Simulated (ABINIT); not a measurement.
**Beyond one shot: CsPbCl3 (Pm-3m)**

Aim: iterate the self-energy on CsPbCl3 (Pm-3m) and follow the gap from cycle to cycle.

Program: ABINIT 10.8.3. Level of theory: PBE and many-body steps on it, plane waves. Results are calculated unless marked as measured.

Report form: the programs' logs are mostly left out.

## Step 1: The structure

Symmetry: Pm-3m, No. 221, cubic system. The conventional cell has a = 5.605 Å, b = 5.605 Å, c = 5.605 Å, α = 90.00°, β = 90.00°, γ = 90.00°. Nearest to Cs lie 12 Cl at 3.96 Å. Nearest to Pb lie 6 Cl at 2.80 Å. Nearest to Cl lie 2 Pb at 2.80 Å and 4 Cs at 3.96 Å. Farther neighbours and most contacts between anions are not listed.

The cell and positions come from the Crystallography Open Database and are kept as given unless a step says otherwise. Spin-orbit coupling is left out unless a step names it.

## Step 2: Empty states on the mesh, 2×2×2 mesh, 264 bands

This step: ABINIT 10.8.3; DFT, PBE, plane waves, norm-conserving pseudopotentials.

The sums over transitions need many empty states on a uniform mesh; this step solves for them.

run.abi

```
acell 3*1.0 Angstrom
rprim 
  5.605000000000 0.000000000000 0.000000000000
  0.000000000000 5.605000000000 0.000000000000
  0.000000000000 0.000000000000 5.605000000000
ntypat 3
znucl 55 82 17
natom 5
typat 1 2 3 3 3
xred 
  0.000000000000 0.000000000000 0.000000000000
  0.500000000000 0.500000000000 0.500000000000
  0.500000000000 0.500000000000 0.000000000000
  0.000000000000 0.500000000000 0.500000000000
  0.500000000000 0.000000000000 0.500000000000
pp_dirpath "pseudos"
pseudos "Cs.upf, Pb.upf, Cl.upf"
ecut 32
ngkpt 2 2 2
nshiftk 1
shiftk 0 0 0
kptopt 1
chksymbreak 0
iscf -2
irdden 1
istwfk *1
nband 264
nbdbuf 24
tolwfr 1e-09
nstep 60
prtvol 0
indata_prefix "in"
outdata_prefix "out"
tmpdata_prefix "tmp"
```

Started as:

```console
> OMP_NUM_THREADS=1 mpirun -n 4 abinit run.abi > log
```

Wall time 2.2 min (4 MPI ranks of Arm Neoverse V2, shared host); peak memory 0.47 GiB.

This step gave:

| Item | Value |
| --- | --- |
| gap | 1.932 eV |
| k of the valence top | 0.5, 0.5, 0.5 |
| k of the conduction bottom | 0.5, 0.5, 0.5 |
| least direct gap | 1.932 eV |
| k points computed | 4 |
| lowest point of the top converged band, above the valence top | 58.9540 eV |

On this mesh the gap is 1.932 eV.

The density comes from a self-consistent run that is not shown.

## Step 3: Screening, 2×2×2 mesh, 240 bands, screening to 130.6 eV

The RPA dielectric matrix is built and inverted for each q.

This step: RPA screening on PBE, plane waves, norm-conserving pseudopotentials.

Edit run.abi of step 2 so:

```diff
@@ -23,10 +23,11 @@
 chksymbreak 0
-iscf -2
-irdden 1
 istwfk *1
-nband 264
-nbdbuf 24
-tolwfr 1e-09
-nstep 60
-prtvol 0
+occopt 1
+irdwfk 1
+optdriver 3
+nband 240
+ecuteps 4.8
+inclvkb 2
+awtr 1
+symchi 1
 indata_prefix "in"
```

It took 80 s on 4 MPI ranks; peak memory 2.2 GiB; 5.3 min of CPU time.

This step gave:

```yaml
eps_infinity_with_local_fields_on_this_mesh_along_the_program_s_q_direction: 7.225
the_same_without_local_fields: 8.220
plasma_frequency: 20.18 eV
plane_waves_in_the_screening_matrix: 619
```

Local fields lower ε∞ by 12 %. On a Γ-centred mesh this coarse the value itself is usually too large, while a short band sum pulls it down.

## Step 4: G0W0

The self-energy is evaluated for the states that the input lists, and the levels follow from it, in one-shot runs by the linearised quasiparticle equation.

This step: G0W0 on PBE, plane waves, norm-conserving pseudopotentials.

Edit run.abi of step 3 so:

```diff
@@ -26,8 +26,17 @@
 irdwfk 1
-optdriver 3
+optdriver 4
 nband 240
+gwcalctyp 0
+ecutsigx 32
+symsigma 1
+nkptgw 2
+kptgw 
+  0.5000000000 0.5000000000 0.5000000000
+  0.0000000000 0.0000000000 0.0000000000
+bdgw 
+  23 29
+  24 29
 ecuteps 4.8
-inclvkb 2
-awtr 1
-symchi 1
+irdscr 1
+ppmodel 1
 indata_prefix "in"
```

Elapsed: 50 s, on 4 MPI ranks; peak memory 2.1 GiB.

This step gave:

```yaml
g0w0_gap_on_the_points_computed: 3.206 eV
starting_gap_on_the_mesh: 1.932 eV
k_of_the_valence_top: 0.5, 0.5, 0.5
k_of_the_conduction_bottom: 0.5, 0.5, 0.5
z_at_the_valence_top: 0.792
z_at_the_conduction_bottom: 0.821
least_direct_g0w0_gap_on_the_computed_points: 3.206 eV
```

The gap on the mesh goes from 1.93 eV to 3.21 eV, a correction of +1.27 eV.

## Step 5: evGW0, cycle 1

This step: evGW0 on PBE, plane waves, norm-conserving pseudopotentials.

Edit run.abi of step 4 so:

```diff
@@ -28,12 +28,16 @@
 nband 240
-gwcalctyp 0
+gwcalctyp 10
 ecutsigx 32
 symsigma 1
-nkptgw 2
+nkptgw 4
 kptgw 
+  0.0000000000 0.0000000000 0.0000000000
+  0.5000000000 0.0000000000 0.0000000000
+  0.5000000000 0.5000000000 0.0000000000
   0.5000000000 0.5000000000 0.5000000000
-  0.0000000000 0.0000000000 0.0000000000
 bdgw 
-  23 29
-  24 29
+  14 63
+  14 63
+  14 63
+  14 63
 ecuteps 4.8
```

Run time: 15 min. Hardware: 4 MPI ranks; peak memory 3.8 GiB.

Numbers from this step:

```
quasiparticle gap on the mesh                         : 3.507 eV
gap of the density functional on the mesh             : 1.932 eV
k of the valence top                                  : 0.5, 0.5, 0.5
k of the conduction bottom                            : 0.5, 0.5, 0.5
Z at the valence top                                  : 0.792
Z at the conduction bottom                            : 0.821
least direct quasiparticle gap on the computed points : 3.507 eV
```

Against G0W0 in ABINIT (2×2×2 mesh, 240 bands, screening to 130.6 eV, Godby-Needs plasmon pole), the gap moves by +0.301 eV. This first cycle still uses the starting levels; it takes the full correction, at all points of the mesh, and its linearised value is 3.206 eV.

## Step 6: evGW0, cycle 2

The corrected levels of the last cycle go back in.

Edit run.abi of step 5 so:

```diff
@@ -45,2 +45,3 @@
 ppmodel 1
+irdqps 1
 indata_prefix "in"
```

Wall time 15 min (4 MPI ranks); peak memory 3.8 GiB; 61 min of CPU time.

Numbers from this step:

```yaml
quasiparticle_gap_on_the_mesh: 3.387 eV
gap_of_the_density_functional_on_the_mesh: 1.932 eV
k_of_the_valence_top: 0.5, 0.5, 0.5
k_of_the_conduction_bottom: 0.5, 0.5, 0.5
least_direct_quasiparticle_gap_on_the_computed_points: 3.387 eV
```

Against the cycle before, the gap moves by −0.120 eV.

## Step 7: evGW0, cycle 3

run.abi is that of step 6.

Wall time 15 min (4 MPI ranks); peak memory 3.8 GiB.

This step gave:

```
quasiparticle gap on the mesh                         : 3.396 eV
gap of the density functional on the mesh             : 1.932 eV
k of the valence top                                  : 0.5, 0.5, 0.5
k of the conduction bottom                            : 0.5, 0.5, 0.5
least direct quasiparticle gap on the computed points : 3.396 eV
```

Against the cycle before, the gap moves by +0.009 eV.

## Step 8: Screening, 2×2×2 mesh, 240 bands, screening to 130.6 eV

This step: RPA screening on PBE, plane waves, norm-conserving pseudopotentials.

Edit run.abi of step 7 so:

```diff
@@ -26,22 +26,13 @@
 irdwfk 1
-optdriver 4
+optdriver 3
 nband 240
+ecuteps 4.8
+inclvkb 2
+awtr 1
+symchi 1
 gwcalctyp 10
-ecutsigx 32
-symsigma 1
-nkptgw 4
-kptgw 
-  0.0000000000 0.0000000000 0.0000000000
-  0.5000000000 0.0000000000 0.0000000000
-  0.5000000000 0.5000000000 0.0000000000
-  0.5000000000 0.5000000000 0.5000000000
-bdgw 
-  14 63
-  14 63
-  14 63
-  14 63
-ecuteps 4.8
-irdscr 1
-ppmodel 1
-irdqps 1
+mbpt_sciss 1.646 eV
+nqptdm 1
+qptdm 
+  0 0 0
 indata_prefix "in"
```

Run time: 53 s. Hardware: 4 MPI ranks; peak memory 2.3 GiB.

This step gave:

```yaml
eps_infinity_with_local_fields_on_this_mesh_along_the_program_s_q_direction: 5.302
the_same_without_local_fields: 5.938
plasma_frequency: 20.18 eV
plane_waves_in_the_screening_matrix: 619
```

This screening uses the functional's bands under a rigid shift, the mean opening of the cycle before.

## Step 9: Screening, 2×2×2 mesh, 240 bands, screening to 130.6 eV

This step: RPA screening on PBE from quasiparticle energies, plane waves, norm-conserving pseudopotentials.

Edit run.abi of step 8 so:

```diff
@@ -32,7 +32,9 @@
 symchi 1
+irdqps 1
 gwcalctyp 10
-mbpt_sciss 1.646 eV
-nqptdm 1
+nqptdm 3
 qptdm 
-  0 0 0
+  0.5000000000 0.0000000000 0.0000000000
+  0.5000000000 0.5000000000 0.0000000000
+  0.5000000000 0.5000000000 0.5000000000
 indata_prefix "in"
```

mrgscr.stdin

```
2
merged
q0_SCR
out_SCR
1
```

Started as:

```console
> OMP_NUM_THREADS=1 mpirun -n 4 abinit run.abi > log; mrgscr < mrgscr.stdin
```

It took 31 s on 4 MPI ranks; peak memory 1.9 GiB.

Numbers from this step:

- plasma frequency: 20.18 eV
- plane waves in the screening matrix: 619

This screening reads the quasiparticle levels of the cycle before.

## Step 10: evGW, cycle 1

This step: evGW on PBE, plane waves, norm-conserving pseudopotentials.

Edit run.abi of step 9 so:

```diff
@@ -26,12 +26,10 @@
 irdwfk 1
-optdriver 3
+optdriver 4
 nband 240
-ecuteps 4.8
-inclvkb 2
-awtr 1
-symchi 1
-irdqps 1
 gwcalctyp 10
-nqptdm 3
-qptdm 
+ecutsigx 32
+symsigma 1
+nkptgw 4
+kptgw 
+  0.0000000000 0.0000000000 0.0000000000
   0.5000000000 0.0000000000 0.0000000000
@@ -39,2 +37,11 @@
   0.5000000000 0.5000000000 0.5000000000
+bdgw 
+  14 63
+  14 63
+  14 63
+  14 63
+ecuteps 4.8
+irdscr 1
+ppmodel 1
+irdqps 1
 indata_prefix "in"
```

Started as:

```console
> OMP_NUM_THREADS=1 mpirun -n 4 abinit run.abi > log
```

The job ended after 15 min (4 MPI ranks; peak memory 3.8 GiB).

Numbers from this step:

* quasiparticle gap on the mesh: 3.753 eV
* gap of the density functional on the mesh: 1.932 eV
* k of the valence top: 0.5, 0.5, 0.5
* k of the conduction bottom: 0.5, 0.5, 0.5
* least direct quasiparticle gap on the computed points: 3.753 eV

Against G0W0 in ABINIT (2×2×2 mesh, 240 bands, screening to 130.6 eV, Godby-Needs plasmon pole), the gap moves by +0.547 eV.

## Step 11: Screening, 2×2×2 mesh, 240 bands, screening to 130.6 eV

This step: RPA screening on PBE, plane waves, norm-conserving pseudopotentials.

Edit run.abi of step 10 so:

```diff
@@ -26,22 +26,13 @@
 irdwfk 1
-optdriver 4
+optdriver 3
 nband 240
+ecuteps 4.8
+inclvkb 2
+awtr 1
+symchi 1
 gwcalctyp 10
-ecutsigx 32
-symsigma 1
-nkptgw 4
-kptgw 
-  0.0000000000 0.0000000000 0.0000000000
-  0.5000000000 0.0000000000 0.0000000000
-  0.5000000000 0.5000000000 0.0000000000
-  0.5000000000 0.5000000000 0.5000000000
-bdgw 
-  14 63
-  14 63
-  14 63
-  14 63
-ecuteps 4.8
-irdscr 1
-ppmodel 1
-irdqps 1
+mbpt_sciss 2.048 eV
+nqptdm 1
+qptdm 
+  0 0 0
 indata_prefix "in"
```

The job ended after 55 s (4 MPI ranks; peak memory 2.2 GiB).

Numbers from this step:

```yaml
eps_infinity_with_local_fields_on_this_mesh_along_the_program_s_q_direction: 5.024
the_same_without_local_fields: 5.611
plasma_frequency: 20.18 eV
plane_waves_in_the_screening_matrix: 619
```

This screening uses the functional's bands under a rigid shift, the mean opening of the cycle before.

## Step 12: Screening, 2×2×2 mesh, 240 bands, screening to 130.6 eV

This step: RPA screening on PBE from quasiparticle energies, plane waves, norm-conserving pseudopotentials.

Edit run.abi of step 11 so:

```diff
@@ -32,7 +32,9 @@
 symchi 1
+irdqps 1
 gwcalctyp 10
-mbpt_sciss 2.048 eV
-nqptdm 1
+nqptdm 3
 qptdm 
-  0 0 0
+  0.5000000000 0.0000000000 0.0000000000
+  0.5000000000 0.5000000000 0.0000000000
+  0.5000000000 0.5000000000 0.5000000000
 indata_prefix "in"
```

mrgscr.stdin is that of step 9.

Started as:

```console
> OMP_NUM_THREADS=1 mpirun -n 4 abinit run.abi > log; mrgscr < mrgscr.stdin
```

Run time: 32 s. Hardware: 4 MPI ranks; peak memory 1.9 GiB.

This step gave:

```yaml
plasma_frequency: 20.18 eV
plane_waves_in_the_screening_matrix: 619
```

This screening reads the quasiparticle levels of the cycle before.

## Step 13: evGW, cycle 2

This step: evGW on PBE, plane waves, norm-conserving pseudopotentials.

Edit run.abi of step 12 so:

```diff
@@ -26,12 +26,10 @@
 irdwfk 1
-optdriver 3
+optdriver 4
 nband 240
-ecuteps 4.8
-inclvkb 2
-awtr 1
-symchi 1
-irdqps 1
 gwcalctyp 10
-nqptdm 3
-qptdm 
+ecutsigx 32
+symsigma 1
+nkptgw 4
+kptgw 
+  0.0000000000 0.0000000000 0.0000000000
   0.5000000000 0.0000000000 0.0000000000
@@ -39,2 +37,11 @@
   0.5000000000 0.5000000000 0.5000000000
+bdgw 
+  14 63
+  14 63
+  14 63
+  14 63
+ecuteps 4.8
+irdscr 1
+ppmodel 1
+irdqps 1
 indata_prefix "in"
```

Started as:

```console
> OMP_NUM_THREADS=1 mpirun -n 4 abinit run.abi > log
```

Wall time 15 min (4 MPI ranks); peak memory 3.8 GiB.

Numbers from this step:

```yaml
quasiparticle_gap_on_the_mesh: 3.801 eV
gap_of_the_density_functional_on_the_mesh: 1.932 eV
k_of_the_valence_top: 0.5, 0.5, 0.5
k_of_the_conduction_bottom: 0.5, 0.5, 0.5
least_direct_quasiparticle_gap_on_the_computed_points: 3.801 eV
```

Against the cycle before, the gap moves by +0.048 eV.

## Step 14: Screening, 2×2×2 mesh, 240 bands, screening to 130.6 eV

This step: RPA screening on PBE, plane waves, norm-conserving pseudopotentials.

Edit run.abi of step 13 so:

```diff
@@ -26,22 +26,13 @@
 irdwfk 1
-optdriver 4
+optdriver 3
 nband 240
+ecuteps 4.8
+inclvkb 2
+awtr 1
+symchi 1
 gwcalctyp 10
-ecutsigx 32
-symsigma 1
-nkptgw 4
-kptgw 
-  0.0000000000 0.0000000000 0.0000000000
-  0.5000000000 0.0000000000 0.0000000000
-  0.5000000000 0.5000000000 0.0000000000
-  0.5000000000 0.5000000000 0.5000000000
-bdgw 
-  14 63
-  14 63
-  14 63
-  14 63
-ecuteps 4.8
-irdscr 1
-ppmodel 1
-irdqps 1
+mbpt_sciss 2.101 eV
+nqptdm 1
+qptdm 
+  0 0 0
 indata_prefix "in"
```

Run time: 53 s. Hardware: 4 MPI ranks; peak memory 2.3 GiB; 3.5 min of CPU time.

Numbers from this step:

| Item | Value |
| --- | --- |
| ε∞ with local fields, on this mesh, along the program's q direction | 4.99 |
| the same without local fields | 5.572 |
| plasma frequency | 20.18 eV |
| plane waves in the screening matrix | 619 |

This screening uses the functional's bands under a rigid shift, the mean opening of the cycle before.

## Step 15: Screening, 2×2×2 mesh, 240 bands, screening to 130.6 eV

This step: RPA screening on PBE from quasiparticle energies, plane waves, norm-conserving pseudopotentials.

Edit run.abi of step 14 so:

```diff
@@ -32,7 +32,9 @@
 symchi 1
+irdqps 1
 gwcalctyp 10
-mbpt_sciss 2.101 eV
-nqptdm 1
+nqptdm 3
 qptdm 
-  0 0 0
+  0.5000000000 0.0000000000 0.0000000000
+  0.5000000000 0.5000000000 0.0000000000
+  0.5000000000 0.5000000000 0.5000000000
 indata_prefix "in"
```

mrgscr.stdin is that of step 12.

Started as:

```console
> OMP_NUM_THREADS=1 mpirun -n 4 abinit run.abi > log; mrgscr < mrgscr.stdin
```

Elapsed: 32 s, on 4 MPI ranks; peak memory 1.9 GiB.

Numbers from this step:

- plasma frequency: 20.18 eV
- plane waves in the screening matrix: 619

This screening reads the quasiparticle levels of the cycle before.

## Step 16: evGW, cycle 3

This step: evGW on PBE, plane waves, norm-conserving pseudopotentials.

Edit run.abi of step 15 so:

```diff
@@ -26,12 +26,10 @@
 irdwfk 1
-optdriver 3
+optdriver 4
 nband 240
-ecuteps 4.8
-inclvkb 2
-awtr 1
-symchi 1
-irdqps 1
 gwcalctyp 10
-nqptdm 3
-qptdm 
+ecutsigx 32
+symsigma 1
+nkptgw 4
+kptgw 
+  0.0000000000 0.0000000000 0.0000000000
   0.5000000000 0.0000000000 0.0000000000
@@ -39,2 +37,11 @@
   0.5000000000 0.5000000000 0.5000000000
+bdgw 
+  14 63
+  14 63
+  14 63
+  14 63
+ecuteps 4.8
+irdscr 1
+ppmodel 1
+irdqps 1
 indata_prefix "in"
```

Started as:

```console
> OMP_NUM_THREADS=1 mpirun -n 4 abinit run.abi > log
```

Run time: 15 min. Hardware: 4 MPI ranks; peak memory 3.8 GiB; 59 min of CPU time.

Numbers from this step:

```
quasiparticle gap on the mesh                         : 3.807 eV
gap of the density functional on the mesh             : 1.932 eV
k of the valence top                                  : 0.5, 0.5, 0.5
k of the conduction bottom                            : 0.5, 0.5, 0.5
least direct quasiparticle gap on the computed points : 3.807 eV
```

Against the cycle before, the gap moves by +0.006 eV.

## Step 17: The runs together

Times are wall times on 4 MPI ranks of Arm Neoverse V2, shared host, good to a factor of about two. A run's time includes the screening step that it read.

```tsv
run	mesh	bands	screening cutoff (eV)	DFT gap (eV)	gap on the mesh (eV)	direct (eV)	ε∞ used	time
G0W0	2×2×2	240	130.6	1.932	3.206	3.206	7.22	2.2 min
evGW0, cycle 1	2×2×2	240	130.6	1.932	3.507	3.507	7.22	16 min
evGW0, cycle 2	2×2×2	240	130.6	1.932	3.387	3.387	7.22	17 min
evGW0, cycle 3	2×2×2	240	130.6	1.932	3.396	3.396	7.22	16 min
evGW, cycle 1	2×2×2	240	130.6	1.932	3.753	3.753	5.30	16 min
evGW, cycle 2	2×2×2	240	130.6	1.932	3.801	3.801	5.02	16 min
evGW, cycle 3	2×2×2	240	130.6	1.932	3.807	3.807	4.99	16 min
```

## Step 18: Summary of results

* G0W0: 3.206 eV
* evGW0, cycle 1: 3.507 eV
* evGW0, cycle 2: 3.387 eV
* evGW0, cycle 3: 3.396 eV
* evGW, cycle 1: 3.753 eV
* evGW, cycle 2: 3.801 eV
* evGW, cycle 3: 3.807 eV
* known limits: not at the basis limit; no spin-orbit coupling; coarse k mesh

**Reading.** Only the bands that the input lists are updated; the others, empty or deep, keep the functional's energies or take a rigid shift. The evGW loop starts from the last levels of evGW0, so its cycles and time come on top of those. evGW0 ends at 3.40 eV, +0.19 eV from G0W0, after 3 cycles that took 45 min beside the first screening; the last moved the gap by 0.009 eV. evGW ends at 3.81 eV, +0.60 eV from G0W0, after 3 cycles that took 49 min beside the first screening; the last moved the gap by 0.006 eV. The first cycle of evGW0 takes the full correction, without the factor Z, so it overshoots the one-shot value. Bands and cutoff are finite, so the gap is not at the basis limit. The miss can reach some tenths of an eV and take either sign; the mesh is an error of its own. The 2×2×2 mesh is coarse for this cell, which bears on the long-range parts of exchange and screening. Where an edge is built on 6p states of lead, bismuth or thallium, scalar-relativistic gaps usually stand too wide, by a few tenths to over one eV. This is the ideal cubic cell; many perovskites, halides above all, are cubic only on average, and local tilts or off-centring can widen the gap. In the updated screening the q = 0 part is built from Kohn-Sham bands under a rigid shift, the other q from the quasiparticle levels. The many-body steps are scalar-relativistic: spin-orbit coupling is not in them.

[Paths, hosts, dates, memory and timing lines, banners, echoed tables and standing remarks are left out of the program output.]

[Logs are printed without paths, hosts, clocks, repeated set-up lines and the standing remarks that a program may print on its own settings, such as how far it seeks lower states.]

[Runs of the session that timed out or met a known fault of the program may be left out.]

[Hosts, paths, dates, database ids (printed as entryN), source tags and the programs' standing remarks are cut or masked in the printed files.]

[G0W0 gaps are taken among the corrected bands and points alone; a level outside them can change the order at an edge.]

[Where Ansatz stands beside ABINIT at settings called matched, ABINIT's density can come from a denser mesh and the files from another edition; pairs whose starting gaps differed by over 0.03 eV were left out, so agreement reads better than it is.]
